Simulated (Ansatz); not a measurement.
# SiHg2 (model cell, started as cuprite): phonons and vibrational spectra

How does SiHg2 (model cell, started as cuprite) vibrate, and is this structure a minimum?

Program: Ansatz 0.2.0. Level of theory: DFT LDA, scalar-relativistic, plane waves, PAW. Results are calculated unless marked as measured.

Report form: the programs' logs are mostly left out.

The structure was built from a prototype and need not be the compound's stable phase.

In doubt: the program warns that the response may not be converged on this k-mesh (step 5), which bears on the force constants and all frequencies.

## Step 1: Set-up

The structure is cubic, space group Pn-3m (No. 224). The conventional cell has a = 6.036 Å, b = 6.036 Å, c = 6.036 Å, α = 90.00°, β = 90.00°, γ = 90.00°. Nearest to Si lie 4 Hg at 2.61 Å. Hg has 2 Si at 2.61 Å nearest. Farther neighbours are not listed.

Structure file:

```cif
data_structure
_symmetry_space_group_name_H-M 'P 1'
_symmetry_Int_Tables_number 1
_cell_length_a 6.0358
_cell_length_b 6.0358
_cell_length_c 6.0358
_cell_angle_alpha 90.000
_cell_angle_beta 90.000
_cell_angle_gamma 90.000
_cell_volume 219.89
loop_
_atom_site_label
_atom_site_type_symbol
_atom_site_fract_x
_atom_site_fract_y
_atom_site_fract_z
_atom_site_occupancy
Si1 Si 0.00000 0.00000 0.00000 1
Si2 Si 0.50000 0.50000 0.50000 1
Hg3 Hg 0.25000 0.25000 0.25000 1
Hg4 Hg 0.75000 0.75000 0.25000 1
Hg5 Hg 0.75000 0.25000 0.75000 1
Hg6 Hg 0.25000 0.75000 0.75000 1
```

## Step 2: Relaxation, k-mesh 4×4×4

Harmonic phonons are second derivatives at a point where the forces vanish, and they are wanted at zero stress, so atoms and cell are relaxed first.

Input file input.yaml:

```yaml
crystal:
  lattice:
    - [6.03585, 0.0, 0.0]
    - [0.0, 6.03585, 0.0]
    - [0.0, 0.0, 6.03585]
  atoms:
    - { symbol: Si, position: [0.0, 0.0, 0.0] }
    - { symbol: Si, position: [0.5, 0.5, 0.5] }
    - { symbol: Hg, position: [0.25, 0.25, 0.25] }
    - { symbol: Hg, position: [0.75, 0.75, 0.25] }
    - { symbol: Hg, position: [0.75, 0.25, 0.75] }
    - { symbol: Hg, position: [0.25, 0.75, 0.75] }
kpoints:
  mp_grid: { grid: [4, 4, 4] }
hamiltonian:
  xc: lda
scf:
  occupations: { method: gaussian, width: 0.02 }
output:
  forces: true
  stress: true
  eigenvalues: true
relax:
  adjacent_minimum: "off"
  f_tol: 0.005
  max_steps: 80
  cell: { stress_tol: 0.05 }
```

Started as:

```bash
> ansatz run input.yaml --threads 8 --pin off --max-ram 14336MiB --backend cpu --events-out ev --progress --plain --runs-dir out
```

Wall time 5.5 s (8 threads of Arm Neoverse V2, shared host); peak memory 0.76 GiB.

Relaxation path:

```tsv
step	energy less that of the first step (eV)	largest force component (eV/Å)	pressure (GPa)	volume (Å³)
1	0.0000	0.0000	-5.91	219.89
2	-0.9087	0.0000	-2.96	189.28
3	-0.9731	0.0000	2.87	166.22
4	-1.0493	0.0000	-0.07	175.64
5	-1.0494	0.0000	0.00	175.38
6*	-1.0440	0.0000	-0.01	175.38
```

Relaxation steps marked * repeat the geometry before them on a plane-wave basis chosen anew for their cell, so energy and pressure can jump there.

Forces are held to the 48 operations that the run works with; a distortion that breaks them can't arise in this run.

```tsv
conventional cell, symmetrised	before	after	change
a (Å)	6.036	5.598	-7.3 %
b (Å)	6.036	5.598	-7.3 %
c (Å)	6.036	5.598	-7.3 %
volume (Å³/atom)	36.65	29.23	-20.2 %
```

The relaxed structure:

```cif
data_structure
_symmetry_space_group_name_H-M 'P 1'
_symmetry_Int_Tables_number 1
_cell_length_a 5.5975
_cell_length_b 5.5975
_cell_length_c 5.5975
_cell_angle_alpha 90.000
_cell_angle_beta 90.000
_cell_angle_gamma 90.000
_cell_volume 175.38
loop_
_atom_site_label
_atom_site_type_symbol
_atom_site_fract_x
_atom_site_fract_y
_atom_site_fract_z
_atom_site_occupancy
Si1 Si 0.00000 0.00000 0.00000 1
Si2 Si 0.50000 0.50000 0.50000 1
Hg3 Hg 0.25000 0.25000 0.25000 1
Hg4 Hg 0.75000 0.75000 0.25000 1
Hg5 Hg 0.75000 0.25000 0.75000 1
Hg6 Hg 0.25000 0.75000 0.75000 1
```

This step gave:

- pressure: -0.01451 GPa
- gap on the k-mesh: 0.3427 eV
- volume per atom: 29.23 Å³
- direct gap on mesh: 0.7954 eV

In this step the volume went from 36.65 to 29.23 Å³/atom.

## Step 3: Relaxation, k-mesh 6×6×6

The relaxation is repeated from its end, on the mesh and smearing that suit the cell and gap now reached.

input.yaml, the sections that differ from step 2:

```yaml
crystal:
  lattice:
    - [5.5975317964, 0.0, 0.0]
    - [0.0, 5.5975317964, 0.0]
    - [0.0, 0.0, 5.5975317964]
  atoms:
    - { symbol: Si, position: [0.0, 0.0, 0.0] }
    - { symbol: Si, position: [0.5, 0.5, 0.5] }
    - { symbol: Hg, position: [0.25, 0.25, 0.25] }
    - { symbol: Hg, position: [0.75, 0.75, 0.25] }
    - { symbol: Hg, position: [0.75, 0.25, 0.75] }
    - { symbol: Hg, position: [0.25, 0.75, 0.75] }
kpoints:
  mp_grid: { grid: [6, 6, 6] }
output:
  forces: true
  stress: true
  eigenvalues: true
  write_density: true
  write_potential: true
  elf: true
  volumetric_format: npy
# hamiltonian, scf, relax: as in step 2
```

Run time: 3 s. Hardware: 8 threads; peak memory 0.69 GiB.

Little changed from the start: no atom moved by 0.005 Å and no cell edge by 0.1 %.

Numbers from this step:

```yaml
pressure: -0.04534 GPa
gap_on_the_k_mesh: 0.3485 eV
direct_gap_on_mesh: 0.8017 eV
```

In this step the volume went from 29.23 to 29.23 Å³/atom.

## Step 4: Relaxing to small forces for the phonons

Phonons need a cell at rest on their own settings, so the relaxation is repeated with tight tolerances on forces and stress, using the mesh and the filling of the phonon run that follows.

input.yaml, the sections that differ from step 3:

```yaml
scf:
  occupations: { method: fixed }
output:
  forces: true
  stress: true
  eigenvalues: true
relax:
  adjacent_minimum: "off"
  f_tol: 0.001
  max_steps: 60
  cell: { stress_tol: 0.01 }
# crystal, kpoints, hamiltonian: as in step 3
```

Run time: 3.9 s. Hardware: 8 threads; peak memory 0.69 GiB.

Little changed from the start: no atom moved by 0.005 Å and no cell edge by 0.1 %.

Numbers from this step:

```
pressure           : -0.001786 GPa
gap on the k-mesh  : 0.3456 eV
volume per atom    : 29.20 Å³
direct gap on mesh : 0.7998 eV
```

The forces vanish by symmetry and the pressure is -0.002 GPa, within the tolerances set. The cell now holds 29.20 Å³/atom.

## Step 5: Phonons on a q mesh

The mesh has a single point along some directions, so zone-edge points there are not solved. Linear response on a 1×1×1 q mesh gives force constants as far as a supercell of that size would.

Input file input.yaml:

```yaml
crystal:
  lattice:
    - [5.5958002013, 0.0, 0.0]
    - [0.0, 5.5958002013, 0.0]
    - [0.0, 0.0, 5.5958002013]
  atoms:
    - { symbol: Si, position: [0.0, 0.0, 0.0] }
    - { symbol: Si, position: [0.5, 0.5, 0.5] }
    - { symbol: Hg, position: [0.25, 0.25, 0.25] }
    - { symbol: Hg, position: [0.75, 0.75, 0.25] }
    - { symbol: Hg, position: [0.75, 0.25, 0.75] }
    - { symbol: Hg, position: [0.25, 0.75, 0.75] }
kpoints:
  mp_grid: { grid: [6, 6, 6] }
hamiltonian:
  xc: lda
scf:
  occupations: { method: fixed }
output:
  eigenvalues: true
phonons:
  method: dfpt
  dielectric: true
  rigid_motions: translations
  raman: true
  qmesh: [1, 1, 1]
  temperatures: { t_max: 1000, t_step: 50 }
  qpath:
    path:
      - [[0.0, 0.0, 0.0], [0.0, 0.5, 0.0], [0.5, 0.5, 0.0], [0.0, 0.0, 0.0], [0.5, 0.5, 0.5], [0.0, 0.5, 0.0]]
      - [[0.5, 0.5, 0.5], [0.5, 0.5, 0.0]]
    npoints: 10
```

Wall time 3.2 min (8 threads); peak memory 2.9 GiB.

This step gave:

- sum-rule residual before enforcement: 8.13e-5 eV/Å²
- miss of the charge sum rule: 0.003715 e
- estimated error of the dielectric tensor: 0.06955
- estimated error of the Born charges: 0.02354 e
- point group: m-3m
- highest optical mode at the zone centre (no LO-TO term): 368.1 cm⁻¹
- lowest optical zone-centre mode: -6.46 cm⁻¹
- mean high-frequency dielectric constant: 14.34
- largest Born charge (third of the trace): -0.7131 e
- top of the zone-centre spectrum with the field: 369.8 cm⁻¹
- lowest mode on the q mesh (acoustic modes at Γ apart): -6.46 cm⁻¹
- highest frequency at a solved wavevector (no LO-TO term at Γ): 368.1 cm⁻¹

Optical modes at the zone centre, without and with the macroscopic field of the longitudinal modes; each column is sorted by frequency, so a row need not hold one and the same mode. Modes with and without the field, by row:

```tsv
rank among optical modes	no field (cm⁻¹)	q along (1, 0, 0) (cm⁻¹)
1	-6.5	-6.5
2	-6.5	-6.5
3	-6.5	-6.5
4	65.4	65.4
5	65.4	65.4
6	67.7	67.7
7	67.7	67.7
8	67.7	71.8
9	151	151
10	322.1	322.1
11	322.1	322.1
12	322.1	322.1
13	368.1	368.1
14	368.1	368.1
15	368.1	369.8
```

Born charge (rows field, columns displacement) (e), principal values of the symmetric part by kind of site:

```tsv
atom	atoms with these values	low	middle	high	mean
Si1	2	-0.71	-0.71	-0.71	-0.71
Hg3	4	-0.81	-0.81	2.69	0.36
```

In full for Si1:

```
-0.71  0.00  0.00
 0.00 -0.71  0.00
 0.00  0.00 -0.71
```

High-frequency dielectric tensor:

```
14.34  0.00  0.00
 0.00 14.34  0.00
 0.00  0.00 14.34
```

Transverse modes; imaginary modes are left out. Lines of the infrared spectrum (strongest = 100):

```tsv
position (cm⁻¹)	label	relative intensity
65	Eu	0.0
68	T1u	46
151	A2u	0.0
322	T2g	0.0
368	T1u	100
```

Activity x (w_L - w)^4 (n + 1)/w, 532 nm, 300 K; imaginary modes are left out; the tensors are static ones, while 532 nm light lies above the computed direct gap, where resonance would change the heights; modes without the macroscopic field alone. Raman lines, with heights relative to the strongest:

```tsv
position (cm⁻¹)	label	relative intensity
65	Eu	0.0
68	T1u	0.0
151	A2u	0.0
322	T2g	100
368	T1u	0.0
```

Frequencies (cm⁻¹) solved at each irreducible wavevector; negative means imaginary. Frequencies by wavevector, by row:

```tsv
q in reciprocal lattice units	star	mode 1	mode 2	mode 3	mode 4	mode 16	mode 17	mode 18
0 0 0	1	-6.5	-6.5	-6.5	0	368.1	368.1	368.1
```

Symmetry leaves 1 wavevectors to solve. The lowest mode among them, the acoustic zeros apart, lies at Γ and is slightly imaginary, 6.5i cm⁻¹, too near zero to call.

The log warns of the k mesh: “the force constants stand on the 6×6×6 k-mesh, whose period is 9.93 times the interband length at k = (0.0000, -0.5000, -0.5000), direct gap 1.478 eV, under 14: take them and everything formed from them as unconverged”.

## Step 6: What came out

- space group after relaxation (within 0.01 Å): Pn-3m
- volume per atom: 29.2 Å³
- gap on the k-mesh: 0.346 eV
- highest optical mode at the zone centre (no LO-TO term): 368 cm⁻¹
- top of the zone-centre spectrum with the field: 370 cm⁻¹
- lowest optical zone-centre mode: -6.5 cm⁻¹
- mean high-frequency dielectric constant: 14.3
- largest Born charge (third of the trace): -0.713 e
- lowest mode on the q mesh (acoustic modes at Γ apart): -6.5 cm⁻¹
- imaginary modes on the 1×1×1 q mesh: one or more, weakly

No mode is clearly imaginary at the 1 irreducible wavevectors solved, but the lowest, 6.5i cm⁻¹, is too near zero to call. Without the field, the optical modes at Γ span -6 to 368 cm⁻¹ (negative means imaginary). With the macroscopic field of the longitudinal modes the top of the zone-centre spectrum lies at 370 cm⁻¹, against 368 cm⁻¹ without it. Among the real modes, the strongest infrared line is at 368 cm⁻¹. Averaged over orientations, the strongest Raman line at 532 nm and 300 K is at 322 cm⁻¹. The tensors are the static, non-resonant ones, while 532 nm light (2.33 eV) lies above the computed gap. With the field response the log warns that the k mesh is coarse for the force constants too, so the frequencies may not be converged. The q mesh is too sparse to interpolate, so only the solved wavevectors are given. The program warns that the interpolation holds no quadrupole term, so branches close to Γ can be off in this crystal. Spin-orbit coupling is left out, which can matter for the heavy elements here. The starting cell was built on a prototype and not taken from a measurement, so the phase need not exist. These are harmonic frequencies at zero temperature: anharmonic shifts, linewidths and thermal expansion are left out.

[Logs are printed without paths, hosts, clocks, repeated set-up lines and the standing remarks that a program may print on its own settings, such as how far it seeks lower states.]

[Hosts, paths, dates, database ids (printed as entryN), source tags and the programs' standing remarks are cut or masked in the printed files.]
